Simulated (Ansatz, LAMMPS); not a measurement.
# Elastic response of glassy CaAl2Si2O8 (130 atoms), part 3 of 4

How stiff is glassy CaAl2Si2O8 (130 atoms), and how do its levels respond to strain?

Ansatz 0.2.0; Kohn-Sham DFT, PBE, PAW (set soft_2), plane waves.

The cell: 20 Al, 10 Ca, 80 O and 20 Si. The quench rate of 10 K/ps is many orders above laboratory rates. The network of bonds at the start is that of the classical potential that made the cell. Sampling is at Γ alone.

So far. Step 6 (Volume +3 %): The relaxation converged after 8 steps, 0.389 eV below its start, with a largest force component of 0.048 eV/Å. Step 6 (Volume +3 %): Volume +3 %: the energy stands 0.301 eV above that of the reference, at a pressure of -1.90 GPa.

## (7) Volume -6 %

The relaxed cell is scaled to another volume.

input.yaml

```yaml
crystal:
  lattice:
    - [11.6757, -0.13805, 0.10801]
    - [-0.13805, 11.76299, 0.03366]
    - [0.10801, 0.03366, 11.54558]
  atoms:
    [... the 130 atom lines of step 4 ...]
kpoints:
  mp_grid: { grid: [1, 1, 1] }
hamiltonian:
  xc: pbe
scf:
  occupations: { method: gaussian, width: 0.05 }
output:
  forces: true
  eigenvalues: true
  stress: true
relax:
  f_tol: 0.05
  max_steps: 70
```

Launch:

```
$ ansatz run input.yaml --threads 4 --pin off --max-ram 8192MiB --backend cpu --events-out ev --progress --plain --runs-dir out
```

Numbers of over 12 decimals in the logs are rounded to 6 here.

The log of the run:

```text
[...]
Crystal: 130 atoms, lattice volume = 1585.312 Å³
Basis set: ecut = 420 eV, 31019 PW (Γ), exchange–correlation on 160×160×160 points (8 copies of the dense FFT grid, shifted against one another)
Bands: 490, of which v1, the nominal top of the filled ones, is band 360 counted from 1 (359 counted from 0)
Symmetry: 1 space group operations
[...]
k-points: 1
[...]
SCF iter   1: F=—  HF=-87200.244295 eV  |F-HF|=—  |Δ(HF+E_count)|=         —  Δρ=2.11e-3  dr2=8.12e-2  ethr=1.77e-3  ⟨swp⟩=7.0  Hψ=2378  notcnv=0  defer=99
[...]
SCF iter   5: F=—  HF=-87200.250387 eV  |F-HF|=—  |Δ(HF+E_count)|=   3.27e-5  Δρ=8.08e-5  dr2=9.69e-5  ethr=5.45e-8  ⟨swp⟩=2.0  Hψ=744  notcnv=0  defer=123
SCF iter   6: F=-87200.250396 eV  HF=-87200.250403 eV  |F-HF|=7.24e-6  |Δ(HF+E_count)|=   1.60e-5  Δρ=3.84e-5  dr2=1.94e-5  ethr=8.68e-9  ⟨swp⟩=17.0  Hψ=3096  notcnv=0
SCF 1 converged in 6 iterations: F = -87200.250396 eV  dr2 = 1.94e-5
[...]
relax step   1: F+E_penalty+E_count = -87200.25039571 eV  Δ(F+E_penalty+E_count) = +0.000e0 eV  max|allowed force component| = 9.916e-1 eV/Å  Δτ_max = 0.0000 Å  (6 SCF iters, dr2 threshold 6.25e-5 eV, accepted)
[...]
relax step   2: F+E_penalty+E_count = -87201.22478540 eV  Δ(F+E_penalty+E_count) = -9.744e-1 eV  max|allowed force component| = 6.454e-1 eV/Å  Δτ_max = 0.0916 Å  (6 SCF iters, dr2 threshold 6.15e-5 eV, accepted)
[...]
relax step   3: F+E_penalty+E_count = -87201.83692193 eV  Δ(F+E_penalty+E_count) = -6.121e-1 eV  max|allowed force component| = 3.201e-1 eV/Å  Δτ_max = 0.1117 Å  (7 SCF iters, dr2 threshold 2.60e-5 eV, accepted)
relax step   4: F+E_penalty+E_count = -87201.86299551 eV  Δ(F+E_penalty+E_count) = -2.607e-2 eV  max|allowed force component| = 8.198e-1 eV/Å  Δτ_max = 0.2000 Å  (7 SCF iters, dr2 threshold 2.52e-5 eV, accepted)
relax step   5: F+E_penalty+E_count = -87202.03232277 eV  Δ(F+E_penalty+E_count) = -1.693e-1 eV  max|allowed force component| = 1.501e-1 eV/Å  Δτ_max = 0.1145 Å  (6 SCF iters, dr2 threshold 1.00e-4 eV, accepted)
relax step   6: F+E_penalty+E_count = -87202.03311257 eV  Δ(F+E_penalty+E_count) = -7.898e-4 eV  max|allowed force component| = 2.243e-1 eV/Å  Δτ_max = 0.2000 Å  (10 SCF iters, accepted)
relax step   7: F+E_penalty+E_count = -87202.08183206 eV  Δ(F+E_penalty+E_count) = -4.872e-2 eV  max|allowed force component| = 1.177e-1 eV/Å  Δτ_max = 0.1153 Å  (7 SCF iters, dr2 threshold 3.14e-6 eV, accepted)
relax step   8: F+E_penalty+E_count = -87202.00449543 eV  Δ(F+E_penalty+E_count) = +7.734e-2 eV  max|allowed force component| = 4.011e-1 eV/Å  Δτ_max = 0.1903 Å  (8 SCF iters, dr2 threshold 3.81e-6 eV, rejected (line search))
relax step   9: F+E_penalty+E_count = -87202.09629888 eV  Δ(F+E_penalty+E_count) = -1.447e-2 eV  max|allowed force component| = 8.279e-2 eV/Å  Δτ_max = 0.0671 Å  (10 SCF iters, accepted)
relax step  10: F+E_penalty+E_count = -87202.08562098 eV  Δ(F+E_penalty+E_count) = +1.068e-2 eV  max|allowed force component| = 1.406e-1 eV/Å  Δτ_max = 0.1000 Å  (9 SCF iters, rejected (line search))
relax step  11: F+E_penalty+E_count = -87202.10572483 eV  Δ(F+E_penalty+E_count) = -9.426e-3 eV  max|allowed force component| = 1.121e-1 eV/Å  Δτ_max = 0.0491 Å  (9 SCF iters, accepted)
relax step  12: F+E_penalty+E_count = -87202.11275366 eV  Δ(F+E_penalty+E_count) = -7.029e-3 eV  max|allowed force component| = 3.959e-2 eV/Å  Δτ_max = 0.0500 Å  (6 SCF iters, dr2 threshold 6.23e-6 eV, accepted)
[...]
relax step  13: F+E_penalty+E_count = -87202.11275564 eV  Δ(F+E_penalty+E_count) = -1.975e-6 eV  max|allowed force component| = 3.952e-2 eV/Å  Δτ_max = 0.0000 Å  (4 SCF iters, accepted)
SCF converged after 4 iterations
Free energy (F): -87202.112756 eV
[...]
Internal energy: -87202.112756 eV  (E = F + TS)
E sigma→0 (E₀):  -87202.112756 eV
Fermi energy:    7.021710 eV
[...]
Σ components = -87202.112756   (vs F -87202.112756, Δ=0.00e0)
--- Forces (eV/Å), atoms counted from 1 ---
  atom   1  Al    -0.01320271     0.00022809     0.00220938
  atom   2  Al    -0.00891539     0.02349232    -0.00877002
  atom   3  Al    -0.01195599     0.00679708     0.01143525
  atom   4  Al     0.01731955    -0.00554759     0.00979185
[...]
atom 130  Si     0.00561562    -0.00246516     0.00818109
  max |Σ_I F_I| component: 2.54e-4 eV/Å
--- Stress (GPa, compression-positive) ---
        4.556614      -0.186647       0.212217
       -0.186638       4.537333      -0.148777
        0.212215      -0.148779       4.871887
  P = ⅓ Tr σ = 4.6553 GPa (46.553 kbar)
--- Band table (eV) ---
[...]
--- Relaxed structure (13 steps of the walk, 11 accepted, 0 SCFs on fresh bases) ---
  F+E_penalty+E_count = -87202.11275564 eV   max|allowed force component| = 3.952e-2 eV/Å
  atoms:
    - { symbol: Al, position: [0.049138, 0.603424, 0.955242] }
    - { symbol: Al, position: [0.728146, 0.800317, 0.437291] }
    - { symbol: Al, position: [0.279917, 0.693126, 0.641019] }
    - { symbol: Al, position: [0.387553, 0.345150, 0.322061] }
[...]
- { symbol: Si, position: [0.964373, 0.370572, 0.085399] }
```

It took 4 min on 4 threads of Intel Xeon Platinum 8223CL at 3.00GHz (Skylake/Cascade Lake), shared host; peak memory 2.4 GiB; 15 min of CPU time.

The relaxation converged after 13 steps, 1.86 eV below its start, with a largest force component of 0.040 eV/Å.

Volume -6 %: the energy stands 1.42 eV above that of the reference, at a pressure of 4.66 GPa.

## (8) Volume +6 %

The relaxed cell is scaled to another volume.

Input and log are left out; they have the form of those shown for this kind of step.

The job ended after 6.4 min (4 threads of Intel Xeon Platinum 8223CL at 3.00GHz (Skylake/Cascade Lake), shared host; peak memory 2.8 GiB).

The relaxation converged after 18 steps, 1.75 eV below its start, with a largest force component of 0.029 eV/Å.

Volume +6 %: the energy stands 0.902 eV above that of the reference, at a pressure of -3.36 GPa.

## (9) Volume -10 %

The relaxed cell is scaled to another volume.

Input and log are left out; they have the form of those shown for this kind of step.

Run time: 4.2 min. Hardware: 4 threads of Intel Xeon Platinum 8223CL at 3.00GHz (Skylake/Cascade Lake), shared host; peak memory 2.3 GiB; 16 min of CPU time.

The relaxation converged after 14 steps, 5.73 eV below its start, with a largest force component of 0.026 eV/Å.

Volume -10 %: the energy stands 4.09 eV above that of the reference, at a pressure of 8.40 GPa.

## (10) Stretched by 1 % along x

The relaxed cell is strained along x alone, which gives the stiffness along x and its coupling to y and z.

input.yaml, the sections that differ from step 7:

```yaml
crystal:
  lattice:
    - [12.0382, -0.14093, 0.11026]
    - [-0.14234, 12.00812, 0.03436]
    - [0.11136, 0.03436, 11.78618]
  atoms:
    [... the 130 atom lines of step 4 ...]
# kpoints, hamiltonian, scf, output, relax: as in step 7
```

The log of the run:

```text
[...]
Crystal: 130 atoms, lattice volume = 1703.366 Å³
Basis set: ecut = 420 eV, 33249 PW (Γ), exchange–correlation on 162×162×160 points (8 copies of the dense FFT grid, shifted against one another)
Bands: 490, of which v1, the nominal top of the filled ones, is band 360 counted from 1 (359 counted from 0)
Symmetry: 1 space group operations
[...]
k-points: 1
[...]
SCF iter   1: F=—  HF=-87203.360267 eV  |F-HF|=—  |Δ(HF+E_count)|=         —  Δρ=1.88e-3  dr2=7.26e-2  ethr=1.77e-3  ⟨swp⟩=7.0  Hψ=2349  notcnv=0  defer=106
[...]
SCF iter   6: F=-87203.376656 eV  HF=-87203.376664 eV  |F-HF|=8.81e-6  |Δ(HF+E_count)|=   1.64e-5  Δρ=3.98e-5  dr2=2.35e-5  ethr=8.68e-9  ⟨swp⟩=15.0  Hψ=3216  notcnv=0
SCF 1 converged in 6 iterations: F = -87203.376656 eV  dr2 = 2.35e-5
[...]
relax step   1: F+E_penalty+E_count = -87203.37665565 eV  Δ(F+E_penalty+E_count) = +0.000e0 eV  max|allowed force component| = 4.491e-1 eV/Å  Δτ_max = 0.0000 Å  (6 SCF iters, dr2 threshold 6.25e-5 eV, accepted)
[...]
relax step   2: F+E_penalty+E_count = -87203.43043910 eV  Δ(F+E_penalty+E_count) = -5.378e-2 eV  max|allowed force component| = 2.551e-1 eV/Å  Δτ_max = 0.0253 Å  (6 SCF iters, dr2 threshold 1.26e-5 eV, accepted)
[...]
relax step   3: F+E_penalty+E_count = -87203.46329253 eV  Δ(F+E_penalty+E_count) = -3.285e-2 eV  max|allowed force component| = 1.021e-1 eV/Å  Δτ_max = 0.0361 Å  (7 SCF iters, dr2 threshold 4.07e-6 eV, accepted)
relax step   4: F+E_penalty+E_count = -87203.34580546 eV  Δ(F+E_penalty+E_count) = +1.175e-1 eV  max|allowed force component| = 9.368e-1 eV/Å  Δτ_max = 0.1654 Å  (10 SCF iters, rejected (line search))
relax step   5: F+E_penalty+E_count = -87203.47570313 eV  Δ(F+E_penalty+E_count) = -1.241e-2 eV  max|allowed force component| = 8.636e-2 eV/Å  Δτ_max = 0.0382 Å  (9 SCF iters, accepted)
relax step   6: F+E_penalty+E_count = -87203.43187723 eV  Δ(F+E_penalty+E_count) = +4.383e-2 eV  max|allowed force component| = 2.276e-1 eV/Å  Δτ_max = 0.0951 Å  (9 SCF iters, rejected (line search))
relax step   7: F+E_penalty+E_count = -87203.47963659 eV  Δ(F+E_penalty+E_count) = -3.933e-3 eV  max|allowed force component| = 5.858e-2 eV/Å  Δτ_max = 0.0283 Å  (9 SCF iters, accepted)
[...]
relax step   8: F+E_penalty+E_count = -87203.48222933 eV  Δ(F+E_penalty+E_count) = -2.593e-3 eV  max|allowed force component| = 1.899e-2 eV/Å  Δτ_max = 0.0217 Å  (8 SCF iters, accepted)
SCF converged after 8 iterations
Free energy (F): -87203.482229 eV
[...]
Internal energy: -87203.482229 eV  (E = F + TS)
E sigma→0 (E₀):  -87203.482229 eV
Fermi energy:    6.111705 eV
[...]
--- Forces (eV/Å), atoms counted from 1 ---
  atom   1  Al     0.00555486     0.01058624     0.01167785
  atom   2  Al     0.01144856    -0.00208686     0.00188417
  atom   3  Al    -0.00257884    -0.00322459     0.00687895
  atom   4  Al     0.00826437     0.00245488     0.00306249
  atom   5  Al    -0.00275581     0.00272209     0.00554278
  atom   6  Al    -0.00495625    -0.00917925    -0.00712004
  atom   7  Al     0.00479489     0.00058739    -0.01017806
  atom   8  Al     0.00288350    -0.00098561     0.00316111
  atom   9  Al     0.00252847     0.00261372     0.00743049
  atom  10  Al     0.00141825     0.00823200    -0.00135394
  atom  11  Al     0.00248008    -0.00236632     0.00244697
  atom  12  Al     0.01021885     0.00058176     0.00239188
  atom  13  Al    -0.00303719    -0.01369409     0.00213916
  atom  14  Al     0.00169018     0.00600599     0.00907076
[...]
atom 129  Si    -0.00321235     0.00824017    -0.00602846
  atom 130  Si    -0.01682289     0.00443761     0.00222846
  max |Σ_I F_I| component: 1.58e-4 eV/Å
--- Stress (GPa, compression-positive) ---
       -1.046438       0.035335      -0.000674
        0.035343      -0.374578      -0.033589
       -0.000680      -0.033590      -0.457246
  P = ⅓ Tr σ = -0.6261 GPa (-6.261 kbar)
--- Band table (eV) ---
[...]
--- Relaxed structure (8 steps of the walk, 6 accepted, 0 SCFs on fresh bases) ---
  F+E_penalty+E_count = -87203.48222933 eV   max|allowed force component| = 1.899e-2 eV/Å
  atoms:
    - { symbol: Al, position: [0.045493, 0.590191, 0.961976] }
    - { symbol: Al, position: [0.740406, 0.795540, 0.435362] }
    - { symbol: Al, position: [0.273226, 0.691599, 0.645654] }
    - { symbol: Al, position: [0.384324, 0.343557, 0.321672] }
[...]
- { symbol: Si, position: [0.959837, 0.371090, 0.090835] }
```

The job ended after 2.7 min (4 threads; peak memory 2.6 GiB; 10 min of CPU time).

The relaxation converged after 8 steps, 0.106 eV below its start, with a largest force component of 0.019 eV/Å.

Stretched by 1 % along x: the energy stands 0.0528 eV above that of the reference, at a pressure of -0.626 GPa.

## (11) Compressed by 1 % along x

The relaxed cell is strained along x alone, which gives the stiffness along x and its coupling to y and z.

input.yaml, the sections that differ from step 10:

```yaml
crystal:
  lattice:
    - [11.79982, -0.14093, 0.11026]
    - [-0.13952, 12.00812, 0.03436]
    - [0.10916, 0.03436, 11.78618]
  atoms:
    [... the 130 atom lines of step 4 ...]
# kpoints, hamiltonian, scf, output, relax: as in step 10
```

The log of the run:

```text
[...]
Crystal: 130 atoms, lattice volume = 1669.636 Å³
Basis set: ecut = 420 eV, 32663 PW (Γ), exchange–correlation on 160×162×160 points (8 copies of the dense FFT grid, shifted against one another)
Bands: 490, of which v1, the nominal top of the filled ones, is band 360 counted from 1 (359 counted from 0)
Symmetry: 1 space group operations
[...]
k-points: 1
[...]
SCF iter   1: F=—  HF=-87203.364830 eV  |F-HF|=—  |Δ(HF+E_count)|=         —  Δρ=1.93e-3  dr2=7.36e-2  ethr=1.77e-3  ⟨swp⟩=8.0  Hψ=2376  notcnv=0  defer=105
[...]
SCF iter   5: F=—  HF=-87203.375876 eV  |F-HF|=—  |Δ(HF+E_count)|=   4.14e-5  Δρ=7.91e-5  dr2=1.01e-4  ethr=5.42e-8  ⟨swp⟩=2.0  Hψ=622  notcnv=0  defer=115
SCF iter   6: F=-87203.375884 eV  HF=-87203.375893 eV  |F-HF|=9.43e-6  |Δ(HF+E_count)|=   1.71e-5  Δρ=4.01e-5  dr2=2.29e-5  ethr=8.68e-9  ⟨swp⟩=16.0  Hψ=3097  notcnv=0
SCF 1 converged in 6 iterations: F = -87203.375884 eV  dr2 = 2.29e-5
[...]
relax step   1: F+E_penalty+E_count = -87203.37588388 eV  Δ(F+E_penalty+E_count) = +0.000e0 eV  max|allowed force component| = 4.901e-1 eV/Å  Δτ_max = 0.0000 Å  (6 SCF iters, dr2 threshold 6.25e-5 eV, accepted)
[...]
relax step   2: F+E_penalty+E_count = -87203.43346868 eV  Δ(F+E_penalty+E_count) = -5.758e-2 eV  max|allowed force component| = 2.601e-1 eV/Å  Δτ_max = 0.0264 Å  (5 SCF iters, dr2 threshold 1.50e-5 eV, accepted)
[...]
relax step   3: F+E_penalty+E_count = -87203.46991502 eV  Δ(F+E_penalty+E_count) = -3.645e-2 eV  max|allowed force component| = 9.215e-2 eV/Å  Δτ_max = 0.0409 Å  (7 SCF iters, dr2 threshold 4.23e-6 eV, accepted)
relax step   4: F+E_penalty+E_count = -87203.34601062 eV  Δ(F+E_penalty+E_count) = +1.239e-1 eV  max|allowed force component| = 6.095e-1 eV/Å  Δτ_max = 0.2000 Å  (10 SCF iters, rejected (line search))
relax step   5: F+E_penalty+E_count = -87203.48166040 eV  Δ(F+E_penalty+E_count) = -1.175e-2 eV  max|allowed force component| = 6.118e-2 eV/Å  Δτ_max = 0.0320 Å  (9 SCF iters, accepted)
relax step   6: F+E_penalty+E_count = -87203.44716426 eV  Δ(F+E_penalty+E_count) = +3.450e-2 eV  max|allowed force component| = 1.847e-1 eV/Å  Δτ_max = 0.0770 Å  (9 SCF iters, rejected (line search))
[...]
relax step   7: F+E_penalty+E_count = -87203.48468615 eV  Δ(F+E_penalty+E_count) = -3.026e-3 eV  max|allowed force component| = 4.059e-2 eV/Å  Δτ_max = 0.0243 Å  (9 SCF iters, accepted)
SCF converged after 9 iterations
Free energy (F): -87203.484686 eV
[...]
Internal energy: -87203.484686 eV  (E = F + TS)
E sigma→0 (E₀):  -87203.484686 eV
Fermi energy:    6.337484 eV
[...]
Σ components = -87203.484686   (vs F -87203.484686, Δ=0.00e0)
--- Forces (eV/Å), atoms counted from 1 ---
  atom   1  Al    -0.00005273    -0.01946307    -0.00085994
  atom   2  Al     0.01215762     0.02509212    -0.01115528
  atom   3  Al    -0.01069067    -0.00098248    -0.01679092
  atom   4  Al     0.01850994    -0.01359315    -0.02204290
[...]
atom 130  Si     0.00044668     0.00108797     0.01380850
  max |Σ_I F_I| component: 2.75e-4 eV/Å
--- Stress (GPa, compression-positive) ---
        1.159863      -0.107637       0.027024
       -0.107629       0.503575       0.029607
        0.027018       0.029604       0.457668
  P = ⅓ Tr σ = 0.7070 GPa (7.070 kbar)
--- Band table (eV) ---
[...]
--- Relaxed structure (7 steps of the walk, 5 accepted, 0 SCFs on fresh bases) ---
  F+E_penalty+E_count = -87203.48468615 eV   max|allowed force component| = 4.059e-2 eV/Å
  atoms:
    - { symbol: Al, position: [0.046559, 0.590313, 0.960338] }
    - { symbol: Al, position: [0.732806, 0.799458, 0.435141] }
    - { symbol: Al, position: [0.276922, 0.690159, 0.646572] }
    - { symbol: Al, position: [0.387605, 0.345499, 0.323133] }
[...]
- { symbol: Si, position: [0.961323, 0.370541, 0.089695] }
```

Run time: 2.3 min. Hardware: 4 threads; peak memory 2.5 GiB; 8.9 min of CPU time.

The relaxation converged after 7 steps, 0.109 eV below its start, with a largest force component of 0.041 eV/Å.

Compressed by 1 % along x: the energy stands 0.0504 eV above that of the reference, at a pressure of 0.707 GPa.

(Part 3 of 4 ends here.)

[Logs are printed without paths, hosts, clocks, repeated set-up lines and the standing remarks that a program may print on its own settings, such as how far it seeks lower states.]

[Hosts, paths, dates, database ids (printed as entryN), source tags and the programs' standing remarks are cut or masked in the printed files.]
